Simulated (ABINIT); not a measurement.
# Excitons of CdSe (Cadmoselite): kernels and approximations

Wanted: excitons and ε₂ of CdSe (Cadmoselite), with cost.

Program: ABINIT 10.8.3. Level of theory: PBE and many-body steps on it, plane waves. Results are calculated unless marked as measured.

Most raw output is cut from this account.

The database entry behind the starting cell differs from later determinations by our own check (inner coordinate of an old entry), so it need not match the best structure at ambient conditions.

## (1) The starting structure

It takes space group P6_3mc (No. 186, hexagonal). Conventional cell: a = 4.300 Å, b = 4.300 Å, c = 7.020 Å, α = 90.00°, β = 90.00°, γ = 120.00°. Nearest to Cd lie 4 Se at 2.61 to 2.70 Å. Se has 4 Cd at 2.61 to 2.70 Å nearest. Farther neighbours and most contacts between anions are not listed.

Structure file:

```cif
data_structure
_symmetry_space_group_name_H-M 'P6_3mc'
_symmetry_Int_Tables_number 186
_cell_length_a 4.3000
_cell_length_b 4.3000
_cell_length_c 7.0200
_cell_angle_alpha 90.000
_cell_angle_beta 90.000
_cell_angle_gamma 120.000
_cell_volume 112.41
loop_
_atom_site_label
_atom_site_type_symbol
_atom_site_symmetry_multiplicity
_atom_site_Wyckoff_symbol
_atom_site_fract_x
_atom_site_fract_y
_atom_site_fract_z
_atom_site_occupancy
Cd1 Cd 2 b 0.33333 0.66667 0.00000 1
Se1 Se 2 b 0.33333 0.66667 0.38500 1
```

The cell and positions come from the Crystallography Open Database and are kept as given unless a step says otherwise.

## (2) Empty states on the mesh, 3×3×2 mesh, 107 bands

This step: ABINIT 10.8.3; DFT, PBE, plane waves, norm-conserving pseudopotentials.

The sums over transitions need many empty states on a uniform mesh; this step solves for them.

The input, run.abi:

```
acell 3*1.0 Angstrom
rprim 
  4.300000000016 -0.000000000004 0.000000000000
  -2.150000000005 3.723909236288 0.000000000000
  0.000000000000 0.000000000000 7.020000000000
ntypat 2
znucl 48 34
natom 4
typat 1 1 2 2
xred 
  0.333333333333 0.666666666667 0.000000000000
  0.666666666667 0.333333333333 0.500000000000
  0.333333333333 0.666666666667 0.385000000000
  0.666666666667 0.333333333333 0.885000000000
pp_dirpath "pseudos"
pseudos "Cd.upf, Se.upf"
ecut 48
ngkpt 3 3 2
nshiftk 1
shiftk 0 0 0
kptopt 1
chksymbreak 0
iscf -2
irdden 1
istwfk *1
nband 107
nbdbuf 8
tolwfr 1e-09
nstep 60
prtvol 0
indata_prefix "in"
outdata_prefix "out"
tmpdata_prefix "tmp"
```

Started as:

```
$ OMP_NUM_THREADS=1 mpirun -n 6 abinit run.abi > log
```

Run time: 75 s. Hardware: 6 MPI ranks of Arm Neoverse N1, shared host; peak memory 0.71 GiB; 7.5 min of CPU time.

This step gave:

| Property | Result |
| --- | --- |
| gap | 0.6773 eV |
| k of the valence top | 0, 0, 0 |
| k of the conduction bottom | 0, 0, 0 |
| least direct gap | 0.6773 eV |
| k points computed | 6 |
| lowest point of the top converged band, above the valence top | 31.58 eV |

On this mesh the gap is 0.677 eV.

The density comes from a self-consistent run that is not shown.

## (3) Screening, 3×3×2 mesh, 99 bands, screening to 98 eV

The RPA dielectric matrix is built and inverted for each q.

This step: RPA screening on PBE, plane waves, norm-conserving pseudopotentials.

Edit run.abi of step 2 so:

```diff
@@ -22,10 +22,11 @@
 chksymbreak 0
-iscf -2
-irdden 1
 istwfk *1
-nband 107
-nbdbuf 8
-tolwfr 1e-09
-nstep 60
-prtvol 0
+occopt 1
+irdwfk 1
+optdriver 3
+nband 99
+ecuteps 3.6
+inclvkb 2
+awtr 1
+symchi 1
 indata_prefix "in"
```

Started as:

```
$ OMP_NUM_THREADS=1 mpirun -n 8 abinit run.abi > log
```

The job ended after 57 s (8 MPI ranks; peak memory 2.9 GiB; 7.5 min of CPU time).

This step gave:

```
ε∞ with local fields, on this mesh, along the program's q direction : 49.14
the same without local fields                                       : 51.73
plasma frequency                                                    : 32.85 eV
plane waves in the screening matrix                                 : 251
```

Local fields lower ε∞ by 5 %. On a Γ-centred mesh this coarse the value itself is usually too large, while a short band sum pulls it down.

## (4) Self-energy, 3×3×2 mesh, 99 bands, screening to 98 eV

The self-energy is evaluated for the states that the input lists, and the levels follow from it, in one-shot runs by the linearised quasiparticle equation.

This step: G0W0 on PBE, plane waves, norm-conserving pseudopotentials.

Edit run.abi of step 3 so:

```diff
@@ -25,8 +25,15 @@
 irdwfk 1
-optdriver 3
+optdriver 4
 nband 99
+gwcalctyp 0
+ecutsigx 48
+symsigma 1
+nkptgw 1
+kptgw 
+  0.0000000000 0.0000000000 0.0000000000
+bdgw 
+  43 46
 ecuteps 3.6
-inclvkb 2
-awtr 1
-symchi 1
+irdscr 1
+ppmodel 1
 indata_prefix "in"
```

Elapsed: 9 s, on 8 MPI ranks; peak memory 2.3 GiB.

Numbers from this step:

```
G0W0 gap on the points computed              : 1.198 eV
starting gap on the mesh                     : 0.6773 eV
k of the valence top                         : 0, 0, 0
k of the conduction bottom                   : 0, 0, 0
least direct G0W0 gap on the computed points : 1.198 eV
```

The gap on the mesh goes from 0.68 eV to 1.20 eV, a correction of +0.52 eV.

The gap opens by 0.521 eV; the next steps shift the empty bands rigidly by 0.521 eV.

## (5) Excitons

Light makes an electron and a hole together. The Bethe-Salpeter equation adds their screened attraction and their exchange, in a window of bands around the gap.

This step: Bethe-Salpeter equation on PBE with a scissors shift, plane waves, norm-conserving pseudopotentials.

Edit run.abi of step 4 so:

```diff
@@ -25,15 +25,17 @@
 irdwfk 1
-optdriver 4
-nband 99
-gwcalctyp 0
-ecutsigx 48
-symsigma 1
-nkptgw 1
-kptgw 
-  0.0000000000 0.0000000000 0.0000000000
-bdgw 
-  43 46
+optdriver 99
+bs_calctype 1
+mbpt_sciss 0.521 eV
+bs_loband 39
+nband 48
+bs_exchange_term 1
+bs_coulomb_term 11
+bs_coupling 0
+bs_algorithm 1
+bs_freq_mesh 0 7 0.05 eV
+zcut 0.15 eV
 ecuteps 3.6
+ecutwfn 24
+inclvkb 2
 irdscr 1
-ppmodel 1
 indata_prefix "in"
```

The job ended after 19 s (8 MPI ranks; peak memory 1.1 GiB).

This step gave:

```
direct gap of the transition levels                            : 1.198 eV
transitions in the window                                      : 432
first strong exciton (over a fiftieth of the strongest listed) : 1.142 eV
lowest state                                                   : 1.142 eV
binding of the lowest state below the direct gap               : 0.05629 eV
Coulomb term of one mesh cell                                  : 0.06580 eV
```

The binding is 0.86 times the screened Coulomb term of one mesh cell (0.07 eV), so it is not shown settled.

The lowest state lies at 1.142 eV, 0.056 eV under the direct gap.

Lines within 3 meV are set at the lowest of them, and the highest group, which the list may cut short, is left out. Exciton lines, with heights relative to the strongest:

| position (eV) | lines merged | oscillator strength, relative |
| --- | --- | --- |
| 1.142 | 2 | 100 |
| 1.165 | 1 | 48 |
| 1.860 | 2 | 0.0 |
| 2.528 | 2 | 0.0 |
| 2.604 | 1 | 0.0 |
| 3.045 | 2 | 20 |
| 3.145 | 2 | 0.0 |

Mean over the three Cartesian directions of q; broadening 0.15 eV; transition window only. Limits: finite bands, cutoff and mesh; no spin-orbit coupling; coarse k mesh; exciton not shown settled in the k mesh. Table of ε₂ by photon energy; read off at these points:

| photon energy (eV) | BSE | no electron-hole interaction | Kohn-Sham, no shift |
| --- | --- | --- | --- |
| 0.00 | 0 | 0 | 0 |
| 0.20 | 1.39 | 1.11 | 6.22 |
| 0.40 | 3.33 | 2.61 | 20.8 |
| 0.60 | 7.06 | 5.34 | 77.7 |
| 0.70 | 10.6 | 7.83 | 101 |
| 0.80 | 17.0 | 12.0 | 63.3 |
| 1.00 | 56.3 | 35.9 | 18.3 |
| 1.15 | 112 | 91.0 | 9.16 |
| 1.20 | 100 | 103 | 7.57 |
| 1.40 | 29.5 | 38.0 | 4.07 |
| 1.60 | 11.1 | 12.9 | 2.61 |
| 1.80 | 5.70 | 6.14 | 1.96 |
| 2.00 | 3.57 | 3.63 | 1.77 |
| 2.20 | 2.64 | 2.52 | 2.05 |
| 2.40 | 2.36 | 2.03 | 3.42 |
| 2.60 | 2.80 | 1.97 | 9.44 |
| 2.80 | 5.19 | 2.50 | 11.9 |
| 3.00 | 14.8 | 4.95 | 4.80 |
| 3.05 | 16.1 | 6.42 | 4.00 |
| 3.20 | 8.55 | 13.1 | 3.09 |
| 3.40 | 3.97 | 8.76 | 4.32 |
| 3.60 | 3.26 | 3.75 | 10.5 |
| 3.80 | 5.45 | 3.28 | 8.43 |
| 4.00 | 14.1 | 6.14 | 5.08 |
| 4.05 | 14.5 | 7.90 | 5.22 |
| 4.20 | 8.42 | 11.1 | 8.18 |
| 4.40 | 4.75 | 6.39 | 16.9 |
| 4.60 | 7.45 | 5.50 | 12.5 |
| 4.80 | 14.0 | 12.1 | 12.6 |
| 5.00 | 9.25 | 14.5 | 13.4 |
| 5.20 | 6.54 | 11.5 | 5.73 |
| 5.40 | 8.97 | 13.4 | 3.03 |
| 5.60 | 4.70 | 10.7 | 3.09 |
| 5.80 | 2.31 | 4.15 | 4.83 |
| 6.00 | 2.16 | 2.83 | 8.28 |
| 6.20 | 3.07 | 3.71 | 11.0 |
| 6.40 | 5.39 | 5.77 | 8.65 |
| 6.60 | 8.51 | 10.5 | 6.49 |
| 6.80 | 8.42 | 10.8 | 3.55 |

## (6) Triplet (no exchange term)

Edit run.abi of step 5 so:

```diff
@@ -29,4 +29,4 @@
 bs_loband 39
-nband 48
-bs_exchange_term 1
+nband 46
+bs_exchange_term 0
 bs_coulomb_term 11
@@ -34,3 +34,3 @@
 bs_algorithm 1
-bs_freq_mesh 0 7 0.05 eV
+bs_freq_mesh 0 5 0.05 eV
 zcut 0.15 eV
```

Run time: 9.8 s. Hardware: 8 MPI ranks; peak memory 1 GiB.

The lowest triplet lies at 1.117 eV; triplets are dark, so no spectrum is read.

## (7) Beyond Tamm-Dancoff

Edit run.abi of step 6 so:

```diff
@@ -30,5 +30,5 @@
 nband 46
-bs_exchange_term 0
+bs_exchange_term 1
 bs_coulomb_term 11
-bs_coupling 0
+bs_coupling 1
 bs_algorithm 1
```

It took 13 s on 8 MPI ranks; peak memory 1 GiB.

This step gave:

```yaml
direct_gap_of_the_transition_levels: 1.198 eV
transitions_in_the_window: 216
lowest_state: 1.14 eV
binding_of_the_lowest_state_below_the_direct_gap: 0.05800 eV
coulomb_term_of_one_mesh_cell: 0.06580 eV
```

The binding is 0.88 times the screened Coulomb term of one mesh cell (0.07 eV), so it is not shown settled.

The lowest state lies at 1.140 eV, 0.058 eV under the direct gap.

## (8) Model screening

Edit run.abi of step 7 so:

```diff
@@ -29,8 +29,8 @@
 bs_loband 39
-nband 46
+nband 48
 bs_exchange_term 1
-bs_coulomb_term 11
-bs_coupling 1
-bs_algorithm 1
-bs_freq_mesh 0 5 0.05 eV
+bs_coulomb_term 21
+bs_coupling 0
+bs_algorithm 2
+bs_freq_mesh 0 7 0.05 eV
 zcut 0.15 eV
@@ -39,3 +39,6 @@
 inclvkb 2
-irdscr 1
+mdf_epsinf 49.14
+irdden 1
+bs_haydock_niter 300
+bs_haydock_tol -0.02 0
 indata_prefix "in"
```

Elapsed: 20 s, on 8 MPI ranks; peak memory 1 GiB; 2.6 min of CPU time.

This step gave:

* direct gap of the transition levels: 1.198 eV
* transitions in the window: 432
* Coulomb term of one mesh cell: 0.06580 eV

## (9) Empty states on the mesh, 3×3×2 mesh, 60 bands

This step: DFT, PBE, plane waves, norm-conserving pseudopotentials.

Edit run.abi of step 8 so:

```diff
@@ -19,26 +19,13 @@
 nshiftk 1
-shiftk 0 0 0
-kptopt 1
+shiftk 0.11 0.21 0.31
+kptopt 3
 chksymbreak 0
+iscf -2
+irdden 1
 istwfk *1
-occopt 1
-irdwfk 1
-optdriver 99
-bs_calctype 1
-mbpt_sciss 0.521 eV
-bs_loband 39
-nband 48
-bs_exchange_term 1
-bs_coulomb_term 21
-bs_coupling 0
-bs_algorithm 2
-bs_freq_mesh 0 7 0.05 eV
-zcut 0.15 eV
-ecuteps 3.6
-ecutwfn 24
-inclvkb 2
-mdf_epsinf 49.14
-irdden 1
-bs_haydock_niter 300
-bs_haydock_tol -0.02 0
+nband 60
+nbdbuf 4
+tolwfr 1e-09
+nstep 60
+prtvol 0
 indata_prefix "in"
```

Run time: 97 s. Hardware: 8 MPI ranks; peak memory 0.89 GiB.

This step gave:

```
gap                                                           : 1.821 eV
k of the valence top                                          : 0.0367, 0.07, 0.155
k of the conduction bottom                                    : 0.0367, 0.07, 0.155
least direct gap                                              : 1.821 eV
k points computed                                             : 18
lowest point of the top converged band, above the valence top : 10.91 eV
```

On this mesh the gap is 1.821 eV.

## (10) Shifted k mesh (3×3×2)

This step: Bethe-Salpeter equation on PBE with a scissors shift, plane waves, norm-conserving pseudopotentials.

Edit run.abi of step 9 so:

```diff
@@ -22,10 +22,23 @@
 chksymbreak 0
-iscf -2
+istwfk *1
+occopt 1
+irdwfk 1
+optdriver 99
+bs_calctype 1
+mbpt_sciss 0.521 eV
+bs_loband 39
+nband 50
+bs_exchange_term 1
+bs_coulomb_term 21
+bs_coupling 0
+bs_algorithm 2
+bs_freq_mesh 0 8 0.05 eV
+zcut 0.15 eV
+ecuteps 3
+ecutwfn 24
+inclvkb 2
+mdf_epsinf 49.14
 irdden 1
-istwfk *1
-nband 60
-nbdbuf 4
-tolwfr 1e-09
-nstep 60
-prtvol 0
+bs_haydock_niter 300
+bs_haydock_tol -0.02 0
 indata_prefix "in"
```

It took 33 s on 8 MPI ranks; peak memory 2 GiB; 4.4 min of CPU time.

This step gave:

```
direct gap of the transition levels : 2.342 eV
transitions in the window           : 648
Coulomb term of one mesh cell       : 0.06580 eV
```

The ε₂ has structure finer than the step of the table below, so its rows give means over 0.25 eV, whole bins alone (the curve runs from 0 to 7.95 eV). Peaks (eV: height): BSE 2.300: 6.13, 3.800: 8.32, 4.400: 12.1, 5.250: 6.89, 6.700: 6.73; no electron-hole interaction 2.350: 5.66, 3.850: 7.69, 4.500: 12.0, 5.300: 7.79, 6.700: 8.72; Kohn-Sham, no shift 1.850: 5.71, 3.350: 7.74, 3.950: 12.0, 4.750: 7.76, 6.150: 8.75.

Mean over the three Cartesian directions of q; broadening 0.15 eV; transition window only. Limits: finite bands, cutoff and mesh; no spin-orbit coupling; coarse k mesh; exciton not shown settled in the k mesh. ε₂ against photon energy; means over each step:

| photon energy (eV) | BSE | no electron-hole interaction | Kohn-Sham, no shift |
| --- | --- | --- | --- |
| 0.25 | 0.0261 | 0.0238 | 0.0414 |
| 0.50 | 0.0545 | 0.0496 | 0.0890 |
| 0.75 | 0.0883 | 0.0799 | 0.153 |
| 1.00 | 0.133 | 0.119 | 0.255 |
| 1.25 | 0.198 | 0.175 | 0.470 |
| 1.50 | 0.312 | 0.268 | 1.17 |
| 1.75 | 0.565 | 0.464 | 4.08 |
| 2.00 | 1.45 | 1.08 | 3.39 |
| 2.25 | 4.80 | 3.80 | 1.38 |
| 2.50 | 3.29 | 3.71 | 1.78 |
| 2.75 | 1.47 | 1.44 | 3.20 |
| 3.00 | 2.18 | 1.68 | 3.80 |
| 3.25 | 3.68 | 3.15 | 6.68 |
| 3.50 | 4.63 | 3.66 | 6.64 |
| 3.75 | 7.63 | 6.48 | 8.88 |
| 4.00 | 6.97 | 6.72 | 11.2 |
| 4.25 | 10.1 | 8.51 | 6.91 |
| 4.50 | 10.6 | 11.3 | 5.27 |
| 4.75 | 6.14 | 7.25 | 7.24 |
| 5.00 | 4.91 | 5.23 | 7.09 |
| 5.25 | 6.48 | 7.13 | 6.61 |
| 5.50 | 6.06 | 7.11 | 7.17 |
| 5.75 | 5.50 | 6.66 | 7.73 |
| 6.00 | 5.80 | 7.10 | 7.76 |
| 6.25 | 5.85 | 7.74 | 8.23 |
| 6.50 | 5.68 | 7.67 | 7.53 |
| 6.75 | 6.52 | 8.30 | 6.44 |
| 7.00 | 6.34 | 7.59 | 5.65 |
| 7.25 | 5.75 | 6.53 | 5.06 |
| 7.50 | 5.50 | 5.71 | 4.96 |
| 7.75 | 5.08 | 5.10 | 4.19 |

## (11) Empty states on the mesh, 6×6×4 mesh, 60 bands

This step: DFT, PBE, plane waves, norm-conserving pseudopotentials.

Edit run.abi of step 10 so:

```diff
@@ -17,3 +17,3 @@
 ecut 48
-ngkpt 3 3 2
+ngkpt 6 6 4
 nshiftk 1
@@ -22,23 +22,10 @@
 chksymbreak 0
+iscf -2
+irdden 1
 istwfk *1
-occopt 1
-irdwfk 1
-optdriver 99
-bs_calctype 1
-mbpt_sciss 0.521 eV
-bs_loband 39
-nband 50
-bs_exchange_term 1
-bs_coulomb_term 21
-bs_coupling 0
-bs_algorithm 2
-bs_freq_mesh 0 8 0.05 eV
-zcut 0.15 eV
-ecuteps 3
-ecutwfn 24
-inclvkb 2
-mdf_epsinf 49.14
-irdden 1
-bs_haydock_niter 300
-bs_haydock_tol -0.02 0
+nband 60
+nbdbuf 4
+tolwfr 1e-09
+nstep 60
+prtvol 0
 indata_prefix "in"
```

Elapsed: 9.2 min, on 8 MPI ranks; peak memory 2.3 GiB.

Numbers from this step:

| Quantity | Value |
| --- | --- |
| gap | 1.114 eV |
| k of the valence top | 0.0183, 0.035, 0.0775 |
| k of the conduction bottom | 0.0183, 0.035, 0.0775 |
| least direct gap | 1.114 eV |
| k points computed | 144 |
| lowest point of the top converged band, above the valence top | 10.71 eV |

On this mesh the gap is 1.114 eV.

## (12) Denser, shifted k mesh (6×6×4)

This step: Bethe-Salpeter equation on PBE with a scissors shift, plane waves, norm-conserving pseudopotentials.

Edit run.abi of step 11 so:

```diff
@@ -22,10 +22,23 @@
 chksymbreak 0
-iscf -2
+istwfk *1
+occopt 1
+irdwfk 1
+optdriver 99
+bs_calctype 1
+mbpt_sciss 0.521 eV
+bs_loband 39
+nband 49
+bs_exchange_term 1
+bs_coulomb_term 21
+bs_coupling 0
+bs_algorithm 2
+bs_freq_mesh 0 8 0.05 eV
+zcut 0.15 eV
+ecuteps 3
+ecutwfn 24
+inclvkb 2
+mdf_epsinf 49.14
 irdden 1
-istwfk *1
-nband 60
-nbdbuf 4
-tolwfr 1e-09
-nstep 60
-prtvol 0
+bs_haydock_niter 300
+bs_haydock_tol -0.02 0
 indata_prefix "in"
```

Wall time 12 min (8 MPI ranks); peak memory 12 GiB.

Numbers from this step:

```
direct gap of the transition levels : 1.635 eV
transitions in the window           : 4320
Coulomb term of one mesh cell       : 0.03290 eV
```

Mean over the three Cartesian directions of q; broadening 0.15 eV; transition window only. Limits: finite bands, cutoff and mesh; no spin-orbit coupling; exciton not shown settled in the k mesh. ε₂ against photon energy; read off at these points:

| photon energy (eV) | BSE | no electron-hole interaction | Kohn-Sham, no shift |
| --- | --- | --- | --- |
| 0.000 | 0 | 0 | 0 |
| 0.250 | 0.0355 | 0.0323 | 0.0730 |
| 0.500 | 0.0771 | 0.0698 | 0.179 |
| 0.750 | 0.135 | 0.121 | 0.425 |
| 1.000 | 0.238 | 0.210 | 1.53 |
| 1.250 | 0.503 | 0.425 | 1.76 |
| 1.500 | 1.75 | 1.38 | 1.74 |
| 1.600 | 2.65 | 2.31 | 1.88 |
| 1.750 | 1.83 | 1.93 | 1.74 |
| 2.000 | 1.95 | 1.67 | 2.12 |
| 2.250 | 1.95 | 1.72 | 2.83 |
| 2.500 | 2.33 | 2.16 | 2.80 |
| 2.750 | 3.21 | 2.74 | 3.63 |
| 3.000 | 3.16 | 2.80 | 4.25 |
| 3.250 | 4.08 | 3.62 | 3.86 |
| 3.500 | 4.63 | 4.31 | 5.25 |
| 3.750 | 4.43 | 3.79 | 7.83 |
| 4.000 | 5.97 | 5.17 | 8.29 |
| 4.100 | 6.86 | 5.75 | 8.47 |
| 4.250 | 8.75 | 7.61 | 8.28 |
| 4.300 | 8.89 | 8.07 | 8.27 |
| 4.500 | 8.53 | 8.25 | 8.43 |
| 4.650 | 8.34 | 8.48 | 7.42 |
| 4.750 | 8.03 | 8.31 | 6.80 |
| 5.000 | 7.75 | 8.44 | 7.36 |
| 5.250 | 6.05 | 6.89 | 6.40 |
| 5.500 | 6.44 | 7.30 | 4.83 |
| 5.750 | 5.25 | 6.61 | 6.15 |
| 6.000 | 3.87 | 4.84 | 8.33 |
| 6.200 | 4.39 | 5.49 | 8.99 |
| 6.250 | 4.72 | 5.94 | 8.92 |
| 6.500 | 6.24 | 8.19 | 6.98 |
| 6.700 | 7.06 | 8.98 | 6.18 |
| 6.750 | 7.15 | 8.97 | 6.02 |
| 7.000 | 6.22 | 7.12 | 5.11 |
| 7.250 | 5.66 | 6.09 | 4.74 |
| 7.500 | 5.05 | 5.18 | 4.42 |
| 7.750 | 4.88 | 4.75 | 3.50 |

## (13) Window without empty bands

Edit run.abi of step 12 so:

```diff
@@ -17,6 +17,6 @@
 ecut 48
-ngkpt 6 6 4
+ngkpt 3 3 2
 nshiftk 1
-shiftk 0.11 0.21 0.31
-kptopt 3
+shiftk 0 0 0
+kptopt 1
 chksymbreak 0
@@ -28,17 +28,14 @@
 mbpt_sciss 0.521 eV
-bs_loband 39
-nband 49
+bs_loband 40
+nband 44
 bs_exchange_term 1
-bs_coulomb_term 21
+bs_coulomb_term 11
 bs_coupling 0
-bs_algorithm 2
-bs_freq_mesh 0 8 0.05 eV
+bs_algorithm 1
+bs_freq_mesh 0 4 0.05 eV
 zcut 0.15 eV
-ecuteps 3
+ecuteps 3.6
 ecutwfn 24
 inclvkb 2
-mdf_epsinf 49.14
-irdden 1
-bs_haydock_niter 300
-bs_haydock_tol -0.02 0
+irdscr 1
 indata_prefix "in"
```

It took 3 s on 8 MPI ranks; peak memory 0.06 GiB.

The run stopped with an error after 3 s.

The program's words: BSp%nbnds cannot be smaller than homo while BSp%nbnds = 44 and Dtset%nelect =    88.00

The fault put into this input: window without empty bands.

## (14) The runs together

Times are wall times on 8 MPI ranks of Arm Neoverse N1, shared host, good to a factor of about two.

| run | mesh | transitions | broadening (eV) | direct gap (eV) | lowest state (eV) | binding (eV) | mesh cell's term (eV) | tallest peak (eV) | height | time |
| --- | --- | --- | --- | --- | --- | --- | --- | --- | --- | --- |
| excitons | 3×3×2 | 432 | 0.15 | 1.198 | 1.142 | 0.056 | 0.066 | 1.15 | 112 | 19 s |
| triplet (no exchange term) | 3×3×2 | 216 | 0.15 | 1.198 | 1.117 | 0.081 | 0.066 | - | - | 9.8 s |
| beyond Tamm-Dancoff | 3×3×2 | 216 | 0.15 | 1.198 | 1.140 | 0.058 | 0.066 | 1.15 | 109 | 13 s |
| model screening | 3×3×2 | 432 | 0.15 | 1.198 | - | - | 0.066 | 1.15 | 104 | 20 s |
| shifted k mesh (3×3×2) | 3×3×2 | 648 | 0.15 | 2.342 | - | - | 0.066 | 4.40 | 12.1 | 33 s |
| denser, shifted k mesh (6×6×4) | 6×6×4 | 4320 | 0.15 | 1.635 | - | - | 0.033 | 4.30 | 8.89 | 12 min |

## (15) Outcome

| Quantity | Value |
| --- | --- |
| excitons | lowest state 1.142 eV (not settled in the k mesh) |
| triplet (no exchange term) | lowest state 1.117 eV (not settled in the k mesh) |
| beyond Tamm-Dancoff | lowest state 1.140 eV (not settled in the k mesh) |
| model screening | tallest peak 1.1 eV |
| shifted k mesh (3×3×2) | tallest peak 4.4 eV |
| denser, shifted k mesh (6×6×4) | tallest peak 4.3 eV |

What this shows: On the 3×3×2 mesh the lowest exciton lies at 1.142 eV, 0.056 eV below the direct gap; one cell of the mesh carries a screened Coulomb term of 0.07 eV by a cubic estimate, rough for this lattice, so this binding is not shown settled. Triplet (no exchange term), against «excitons (3×3×2)»: the lowest state moves by −0.025 eV (keys changed: nband, bs_exchange_term and bs_freq_mesh). Triplets are dark. Beyond Tamm-Dancoff, against «excitons (3×3×2)»: the lowest state stays within 0.01 eV (keys changed: nband, bs_coupling and bs_freq_mesh). Model screening, against «excitons (3×3×2)»: the tallest peak stays (keys changed: bs_coulomb_term, bs_algorithm, irdscr, mdf_epsinf, irdden, bs_haydock_niter and bs_haydock_tol). Shifted k mesh (3×3×2), against «model screening (3×3×2)»: the tallest peak goes from 1.15 eV to 4.40 eV (keys changed: shiftk, kptopt, nband, bs_freq_mesh and ecuteps). Denser, shifted k mesh (6×6×4), against «shifted k mesh (3×3×2)»: the tallest peak goes from 4.40 eV to 4.30 eV (keys changed: ngkpt, nband and the band window). For «beyond Tamm-Dancoff» the program prints the energy to 0.01 eV alone, so further digits and smaller shifts mean nothing. Lines within a few meV of each other can be one level split by numerical noise, or distinct levels. Screening is static and electronic alone, and only transitions inside the band window count. The 3×3×2 mesh is coarse for this cell, which bears on the long-range parts of exchange and screening. The many-body steps are scalar-relativistic: spin-orbit coupling is not in them.

[Paths, hosts, dates, memory and timing lines, banners, echoed tables and standing remarks are left out of the program output.]

[Logs are printed without paths, hosts, clocks, repeated set-up lines and the standing remarks that a program may print on its own settings, such as how far it seeks lower states.]

[Runs of the session that timed out or met a known fault of the program may be left out.]

[No measured gap is set beside runs whose start may be inverted or whose files or cutoffs have a known fault.]

[Hosts, paths, dates, database ids (printed as entryN), source tags and the programs' standing remarks are cut or masked in the printed files.]

[G0W0 gaps are taken among the corrected bands and points alone; a level outside them can change the order at an edge.]

[Where Ansatz stands beside ABINIT at settings called matched, ABINIT's density can come from a denser mesh and the files from another edition; pairs whose starting gaps differed by over 0.03 eV were left out, so agreement reads better than it is.]
